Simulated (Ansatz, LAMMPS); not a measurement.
## Glassy 85GeO2-15Li2O (mol %) (78 atoms): geometry optimisation

Aim: bring glassy 85GeO2-15Li2O (mol %) (78 atoms) to a nearby minimum of the energy and see what moves.

Program: Ansatz 0.2.0. Level of theory: Kohn-Sham DFT, LDA, PAW (set soft_2), plane waves. Results are calculated unless marked as measured.

**1. Set-up**

The cell holds 78 atoms: 22 Ge, 8 Li and 48 O. Its edges and angles: a = 10.441 Å, b = 10.441 Å, c = 10.441 Å, α = 90.0°, β = 90.0°, γ = 90.0°. 78 atoms (22 Ge, 8 Li, 48 O) placed at random at 3.6 g/cm³, melted at 4000 K for 10 ps at fixed volume with the Morse and Coulomb pair potential with partial charges (Pedone, Malavasi, Menziani, Cormack and Segre, J. Phys. Chem. B 110, 11780 (2006)). Quenched from 4000 K to 300 K at 1000 K/ps and fixed volume, held 10 ps at zero pressure.

Limits known from the start: The quench rate of 1000 K/ps is orders of magnitude faster than experiment, which tends to freeze in extra defects. The network of bonds at the start is that of the classical potential that made the cell. The Brillouin zone is sampled at Γ only, in a cell whose shortest periodic width is 10 Å.

**2. Single point at the start**

The forces at the start show how far the geometry lies from a minimum of this functional.

File input.yaml:

```yaml
crystal:
  lattice:
    - [10.44088, 0.0, 0.0]
    - [0.0, 10.44088, 0.0]
    - [0.0, 0.0, 10.44088]
  atoms:
    - { symbol: Ge, position: [0.6276, 0.64657, 0.38233] }
    - { symbol: Ge, position: [0.27672, 0.79771, 0.48986] }
    - { symbol: Ge, position: [0.04704, 0.15502, 0.70237] }
    - { symbol: Ge, position: [0.44524, 0.46582, 0.56565] }
    [... 68 atom lines left out ...]
    - { symbol: O, position: [0.3028, 0.88681, 0.12291] }
    - { symbol: O, position: [0.88327, 0.30564, 0.37787] }
    - { symbol: O, position: [0.54167, 0.3272, 0.53531] }
    - { symbol: O, position: [0.72295, 0.21036, 0.93043] }
    - { symbol: O, position: [0.49109, 0.46852, 0.99737] }
    - { symbol: O, position: [0.44363, 0.10612, 0.04543] }
kpoints:
  mp_grid: { grid: [1, 1, 1] }
hamiltonian:
  xc: lda
scf:
  occupations: { method: fixed }
output:
  forces: true
  stress: true
  populations: true
  dos:
    method: { smearing: { sigma: 0.15 } }
    de: 0.1
    projected: { site_lists: { Ge: [Ge], Li: [Li], O: [O] } }
  eigenvalues: true
```

On the command line:

```
$ ansatz run input.yaml --threads 4 --pin off --max-ram 8192MiB --backend cpu --events-out ev --progress --plain --runs-dir out
```

Wall time 22 s (4 threads of Arm Neoverse V1, shared host); peak memory 1.4 GiB; 83 s of CPU time.

Numbers from this run:

```yaml
free_energy: -121008.8406 eV
free_energy_per_atom: -1551.3954 eV/atom
scf_cycles: 11
pressure: -1.095 GPa
r_m_s_force_component: 1.256 eV/Å
longest_force: 6.372 eV/Å
fermi_energy: 4.033 eV
spacing_of_highest_filled_and_lowest_empty_level: 0.6692 eV
spilling_of_the_projection: 0.005677
```

The r.m.s. force component of 1.3 eV/Å and the pressure of -1.1 GPa set the starting point.

Neighbours are counted within 2.17 Å (O-Ge), 2.27 Å (O-Li).

Length of the force by element and coordination:

```tsv
element	coordination	atoms	mean length of the force (eV/Å)	spread	least	most
Ge	all	22	2.69	1.25	0.556	6.37
Ge	4	21	2.65	1.26	0.556	6.37
Ge	5	1	3.63	0	3.63	3.63
Li	all	8	0.684	0.192	0.386	0.970
Li	2	4	0.619	0.216	0.386	0.970
Li	3	3	0.679	0.0713	0.585	0.758
Li	4	1	0.961	0	0.961	0.961
O	all	48	1.68	0.870	0.293	4.43
O	2	35	1.62	0.865	0.585	4.43
O	3	12	1.84	0.901	0.293	3.55
O	4	1	1.60	0	1.60	1.60
```

**3. Relaxation**

With the cell held, the atoms are moved downhill towards a nearby minimum.

input.yaml, the sections that differ from step 2:

```yaml
output:
  forces: true
relax:
  f_tol: 0.05
  max_steps: 200
# crystal, kpoints, hamiltonian, scf: as in step 2
```

Elapsed: 5.5 min, on 4 threads; peak memory 1.3 GiB; 21 min of CPU time.

Relaxation path (22 of 34):

```tsv
step	energy less that of the first step (eV)	largest force component (eV/Å)
1	0.0000	5.5034
3	-6.7787	0.6345
4	-7.0764	0.5511
6	-7.4767	0.2564
7	-7.5941	0.3852
9	-7.7103	0.2904
10	-7.7733	0.2310
12	-7.8671	0.1644
14	-7.9645	0.2828
15	-8.0997	0.2907
17	-8.4415	0.3923
18	-8.5322	0.6689
20	-8.7401	0.1991
21	-8.7605	0.1233
23	-8.7755	0.0855
25	-8.7862	0.0625
26	-8.7928	0.0752
28	-8.8282	0.1613
29	-8.8702	0.1164
31	-8.8999	0.1307
32	-8.8310	0.4489
34	-8.9167	0.0487
```

Relaxation step 32 was tried and not accepted.

The atoms that moved most (Å):

```tsv
atom	dx	dy	dz	length
Li24	-1.161	-0.073	0.534	1.280
O34	-0.562	-0.357	0.840	1.072
Li27	-0.812	-0.666	-0.111	1.056
Ge12	0.738	-0.485	-0.264	0.922
O73	-0.172	-0.718	-0.535	0.912
Li23	-0.287	-0.673	-0.409	0.838
O54	0.678	-0.314	-0.357	0.828
Ge11	-0.290	-0.751	0.068	0.808
```

The relaxation changed the energy by -114 meV/atom, and atoms moved by 0.55 Å r.m.s., 1.3 Å at most.

**4. Distances and neighbours after relaxation**

Bonds before and after, by the cutoffs listed below:

```tsv
pair	bonds before	bonds after	mean before (Å)	mean after (Å)	spread before (Å)	spread after (Å)
O-Ge	90	91	1.746	1.773	0.080	0.054
O-Li	21	24	1.993	1.955	0.069	0.108
```

Density 3.53 g/cm³, 14.59 Å³ an atom.

Pair distribution functions g(r), in bins of 0.2 Å:

```tsv
r (Å)	total	O-O	O-Ge	O-Li	Ge-Ge	Ge-Li	Li-Li
1.60	0.16	0.00	0.47	0.00	0.00	0.00	0.00
1.80	4.36	0.00	11.52	2.80	0.00	0.00	0.00
2.00	0.65	0.00	0.45	3.89	0.00	0.00	0.00
2.20	0.10	0.00	0.00	0.77	0.00	0.00	0.00
2.40	0.10	0.06	0.00	0.41	0.00	0.00	2.51
2.60	0.54	1.26	0.00	0.35	0.00	0.37	0.00
2.80	1.44	3.25	0.11	0.31	0.00	2.27	0.00
3.00	1.50	3.03	0.19	0.65	0.60	2.60	0.00
3.20	1.03	0.66	0.42	0.92	4.87	1.97	1.45
3.40	0.91	0.72	0.62	1.01	2.14	1.95	1.28
3.60	0.67	0.45	1.02	0.55	0.14	0.79	1.07
3.80	1.00	0.74	1.18	1.95	0.13	0.72	0.99
4.00	0.98	0.79	1.36	0.81	0.46	0.98	0.92
4.20	1.07	0.69	1.56	1.47	0.53	0.75	0.00
4.40	1.25	0.69	1.96	1.41	0.96	0.91	0.74
4.60	1.08	0.72	1.35	1.39	0.98	0.96	2.63
4.80	0.83	0.94	0.69	1.03	0.73	0.77	0.00
5.00	0.90	1.18	0.58	0.61	1.05	1.33	1.12
```

Bonds by pair of elements; cutoffs follow the first minimum of g(r), held within bounds set by covalent radii, and pairs that aren't listed don't count as bonded:

```tsv
pair A-B	cutoff (Å)	bonds	mean length (Å)	spread (Å)	shortest (Å)	B about A	A about B
O-Ge	2.27	91	1.77	0.054	1.65	1.90	4.14
O-Li	2.27	24	1.96	0.108	1.79	0.5	3
```

How many atoms have how many bonded neighbours:

```tsv
element	mean	2	3	4	5
Ge	4.14	0	0	19	3
Li	3	1	6	1	0
O	2.40	30	17	1	0
```

Bond angles, per cent of each kind in bins of 5°:

```tsv
angle (°)	O-Ge-O	Ge-O-Ge	Ge-O-Li	O-Li-O
70–75	0.0	0.0	0.0	4.0
75–80	0.0	0.0	0.0	8.0
80–85	0.7	0.0	0.0	8.0
85–90	6.9	0.0	7.7	4.0
90–95	6.2	0.0	15.4	4.0
95–100	5.6	0.0	10.3	4.0
100–105	16.0	0.0	5.1	16.0
105–110	18.1	0.0	7.7	4.0
110–115	25.0	4.7	15.4	8.0
115–120	11.8	0.0	15.4	8.0
120–125	4.9	16.3	5.1	8.0
125–130	2.8	18.6	2.6	8.0
130–135	0.0	14.0	2.6	0.0
135–140	0.0	20.9	2.6	4.0
140–145	0.0	11.6	7.7	0.0
145–150	0.0	7.0	0.0	4.0
150–155	0.0	4.7	0.0	0.0
155–160	0.0	2.3	0.0	4.0
160–165	0.0	0.0	2.6	0.0
165–170	0.0	0.0	0.0	4.0
170–175	0.0	0.0	0.0	0.0
175–180	2.1	0.0	0.0	0.0
```

Bond angles (no mean is given where the spread exceeds 20°):

```tsv
angle	count	mean (°)	spread (°)
O-Ge-O	144	109	13.9
Ge-O-Ge	43	134	9.8
Ge-O-Li	39	112	17.8
O-Li-O	25	-	-
Li-O-Li	5	-	-
```

Oxygen atoms by the number of network formers (Si, P, Ge, B, Al, As, Ga) bound to them:

```tsv
network formers bound to O	O atoms	per cent
0	0	0
1	5	10.4
2	43	89.6
```

Network units: each former by its oxygen neighbours and how many of them bridge to another former:

```tsv
former	O neighbours	bridging O	atoms
Ge	4	3	4
Ge	4	4	15
Ge	5	4	1
Ge	5	5	2
```

Bond length by coordination (bonds to H left out):

```tsv
element	coordination	atoms	mean bond length (Å)
Ge	4	19	1.76
Ge	5	3	1.85
Li	2	1	1.92
Li	3	6	1.96
Li	4	1	1.97
O	2	30	1.76
O	3	17	1.86
O	4	1	1.94
```

Rings of the network by King's shortest-path rule, up to 12 atoms, one path for each pair of neighbours; H, halogens, alkali and alkaline-earth atoms are left out, and the last column divides by all other atoms, bonded or not:

```tsv
ring size (atoms)	rings	per network atom
6	1	0.014
8	6	0.086
10	5	0.071
12	6	0.086
```

For some of the pairs, g(r) has its first main peak near 2.9 Å (O-O), 1.8 Å (O-Ge), 1.9 Å (O-Li), 3.3 Å (Ge-Ge) and 2.9 Å (Ge-Li). Counting bonds as in the table, 86 % of Ge atoms have 4, 75 % of Li atoms have 3 and 62 % of O atoms have 2 bonded neighbours. The O-Ge-O angle averages 109° with a spread of 14°. 90 % of the oxygens bridge two formers (Ge) and 10 % are non-bridging. The commonest Ge unit has 4 oxygens, 4 of them shared with other formers (15 of 22 atoms). Rings of 8 and 12 atoms are the most common (33 % each of those counted); sizes run from 6 to 12, where the search stops.

**5. Single point at the relaxed geometry**

The electronic structure is read at the final geometry, in a run of its own.

File input.yaml:

```yaml
crystal:
  lattice:
    - [10.44088, 0.0, 0.0]
    - [0.0, 10.44088, 0.0]
    - [0.0, 0.0, 10.44088]
  atoms:
    - { symbol: Ge, position: [0.67344, 0.665, 0.36959] }
    - { symbol: Ge, position: [0.24173, 0.79231, 0.49407] }
    - { symbol: Ge, position: [0.05206, 0.17251, 0.7227] }
    - { symbol: Ge, position: [0.46647, 0.48226, 0.54279] }
    [... 68 atom lines left out ...]
    - { symbol: O, position: [0.28631, 0.81802, 0.07169] }
    - { symbol: O, position: [0.92706, 0.29775, 0.39521] }
    - { symbol: O, position: [0.5528, 0.33379, 0.52655] }
    - { symbol: O, position: [0.71304, 0.20057, 0.96604] }
    - { symbol: O, position: [0.53485, 0.51528, 0.97382] }
    - { symbol: O, position: [0.38622, 0.0806, 0.03451] }
kpoints:
  mp_grid: { grid: [1, 1, 1] }
hamiltonian:
  xc: lda
scf:
  occupations: { method: fixed }
output:
  forces: true
  stress: true
  populations: intrinsic
  dos:
    method: { smearing: { sigma: 0.15 } }
    de: 0.1
    projected: { site_lists: { Ge: [Ge], Li: [Li], O: [O] } }
  eigenvalues: true
  write_density: true
  write_potential: true
  volumetric_format: npy
  elf: true
```

Elapsed: 22 s, on 4 threads; peak memory 1.4 GiB; 83 s of CPU time.

The run gave:

* free energy: -121017.7573 eV
* free energy per atom: -1551.5097 eV/atom
* SCF cycles: 10
* pressure: -4.365 GPa
* r.m.s. force component: 0.01323 eV/Å
* longest force: 0.05119 eV/Å
* Fermi energy: 3.265 eV
* gap (highest filled to lowest empty level): 1.843 eV

Intrinsic-atomic-orbital charges by element and coordination:

```tsv
element	coordination	atoms	mean charge (e)	spread	least	most
Ge	all	22	1.49	0.0384	1.40	1.55
Ge	4	19	1.5	0.0343	1.43	1.55
Ge	5	3	1.46	0.0409	1.40	1.49
Li	all	8	0.803	0.0154	0.784	0.826
Li	2	1	0.822	0	0.822	0.822
Li	3	6	0.802	0.0147	0.784	0.826
Li	4	1	0.787	0	0.787	0.787
O	all	48	-0.819	0.0681	-1.05	-0.737
O	2	30	-0.788	0.0413	-0.952	-0.737
O	3	17	-0.859	0.0613	-1.03	-0.805
O	4	1	-1.05	0	-1.05	-1.05
```

States in the cell by windows of 1 eV, zero at the Fermi level; the larger projections on atomic orbitals stand beside the total:

```tsv
from (eV)	to (eV)	total	O p	Ge p	Ge s	O s
-18	-17	42.2	0.4	7.2	0.8	32.1
-17	-16	13.8	0.2	1.9	0.3	10.9
-16	-15	6.1	0.1	0.7	0.2	4.8
-15	-11	0.0	0.0	0.0	0.0	0.0
-11	-10	3.9	2.1	0.1	1.4	0.2
-10	-9	8.6	4.8	0.4	2.7	0.6
-9	-8	11.7	6.7	0.9	3.1	0.9
-8	-7	10.7	6.5	1.1	2.2	0.9
-7	-6	13.5	9.1	2.5	1.1	0.6
-6	-5	29.8	21.9	6.8	0.3	0.4
-5	-4	24.7	18.6	3.5	0.6	1.5
-4	-3	39.8	33.4	3.4	0.3	1.7
-3	-2	64.7	60.2	1.9	0.2	1.1
-2	-1	61.1	58.8	0.8	0.1	0.4
-1	0	18.6	17.7	0.4	0.0	0.1
0	1	0.9	0.9	0.0	0.0	0.0
1	2	1.9	0.3	0.0	0.7	0.5
2	3	0.3	0.1	0.0	0.1	0.1
3	4	9.5	2.5	1.2	3.9	1.5
4	5	12.4	3.2	2.1	4.6	1.8
```

With fixed occupations the program's Fermi level is the highest filled level; weight inside the gap is the broadening of levels at its edges.

Between -26 and -18 eV lie 254 more states.

The levels nearest the highest filled one (over half full), pooled over k-points and spins:

```tsv
level less the highest filled one (eV)	occupation
-0.583	2
-0.358	2
-0.314	2
-0.280	2
-0.178	2
0	2
1.84	0
3.16	0
3.32	0
3.66	0
3.74	0
3.97	0
```

Mean intrinsic-atomic-orbital charges: Ge +1.49, Li +0.80, O -0.82 e. The largest share in the top eV of filled states is O p (97 % of the projected weight), and in the lowest eV of empty states Ge s (38 % of the projected weight).

**6. Summary of results**

```
energy change in the relaxation                  : -114.3 meV/atom
r.m.s. displacement                              : 0.552 Å
largest displacement                             : 1.28 Å
free energy per atom                             : -1551.5097 eV/atom
pressure                                         : -4.365 GPa
r.m.s. force component                           : 0.01323 eV/Å
gap (highest filled to lowest empty level) : 1.843 eV
wall time of the 3 DFT runs                      : 6.2 min
```

Relaxation lowers the energy by 114 meV/atom and moves atoms by 0.55 Å r.m.s.; the r.m.s. force component goes from 1.3 to 0.013 eV/Å, the pressure goes from -1.1 to -4.4 GPa, and the gap from 0.669 to 1.84 eV. By the final cutoffs 6 of 111 bonded pairs parted and 10 joined. From the first step to the last the energy fell by 8.917 eV, and the largest move was 1.28 Å (Li24). The O-Li bonds change most in mean length: from 1.993 Å (spread 0.069) to 1.955 Å (spread 0.108), and their number from 21 to 24. Counting bonds as in the table, 86 % of Ge atoms have 4, 75 % of Li atoms have 3 and 62 % of O atoms have 2 bonded neighbours. 90 % of the oxygens bridge two formers (Ge) and 10 % are non-bridging. The highest filled and lowest empty levels differ by 1.84 eV (at Γ alone); a local or semilocal functional tends to put such gaps too low. In a disordered cell it changes from sample to sample, and tail or defect levels can set it.

What to keep in mind: The starting topology of bonds comes from the classical model; in DFT 6 of its 111 bonded pairs passed out of the cutoffs and 10 came within them. The pressure of -4.4 GPa means that a free cell would contract at this level.

[Logs are printed without paths, hosts, clocks, repeated set-up lines and the standing remarks that a program may print on its own settings, such as how far it seeks lower states.]

[Hosts, paths, dates, database ids (printed as entryN), source tags and the programs' standing remarks are cut or masked in the printed files.]
